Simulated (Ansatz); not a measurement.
Cd (P6_3/mmc): the Drude term of Re ε in the infrared

Re ε of Cd (P6_3/mmc) along x at low photon energies is read from one computed spectrum; the carriers' damping was typed as γ = 0.05 eV. x, y and z are the Cartesian axes of the input cell.

Cell: a, b, c = 2.979, 2.979, 5.618 Å (primitive vectors), 2 atoms.

Method: Ansatz 0.2.0, PBE, independent particles, k-mesh 15×15×6 with interpolation inside its cells, Gaussian parameter 0.15 eV.

Launch of the response step: `ansatz run input.yaml --threads 4 --pin off --max-ram 8192MiB --backend cpu --events-out ev --progress --plain --runs-dir out`. The run took 70 s, on 4 threads of Intel(R) Xeon(R) Platinum 8559C (Emerald Rapids) (shared host).

| photon energy E (eV) | wavelength (µm) | Re ε |
| --- | --- | --- |
| 0.25 | 4.96 | ? |
| 0.30 | 4.13 | -608.9 |
| 0.35 | 3.54 | -444.1 |
| 0.40 | 3.10 | -331.0 |
| 0.50 | 2.48 | -188.7 |
| 0.60 | 2.07 | -103.0 |
| 0.70 | 1.77 | -41.6 |

A Drude term over a constant background gives Re ε = ε_b − ωp²/(E² + γ²), linear in 1/(E² + γ²).

Working, on the rows shown:

| x = 1/(E² + γ²) (eV⁻²) | y = Re ε |
| --- | --- |
| 10.8108 | -608.9 |
| 8 | -444.1 |
| 6.15385 | -331 |
| 3.9604 | -188.7 |
| 2.75862 | -103 |
| 2.03046 | -41.6 |

Means: x̄ = 5.619, ȳ = -286.22. Σ(x − x̄)(y − ȳ) = -3639, Σ(x − x̄)² = 56.72. Slope = -3639 / 56.72 = -64.15; intercept = ȳ − slope · x̄ = 74.263. The line misses the rows shown by at most 14.

Predict the last column of the withheld row from the fit.

At x = 15.385 the line gives y = -912.71. The run gave -869.0, so the extrapolation is off by 44, 5 % of the range in the table.

Refitted with all rows, the slope is -61.51 and the intercept 61.972. These give ωp = √(−slope) = 7.84 eV, against 7.69 eV from the program's Fermi-surface sum, and an intercept of 62.0. Taking the program's Drude term off the rows leaves 40 at the lowest energy and 78 at the highest, so the background isn't constant: interband transitions lie in or near the window, and neither fitted number can be trusted. The values come from a sum over the points of one k-mesh and carry its error, which is largest for Fermi-surface quantities. Spin-orbit coupling is left out.
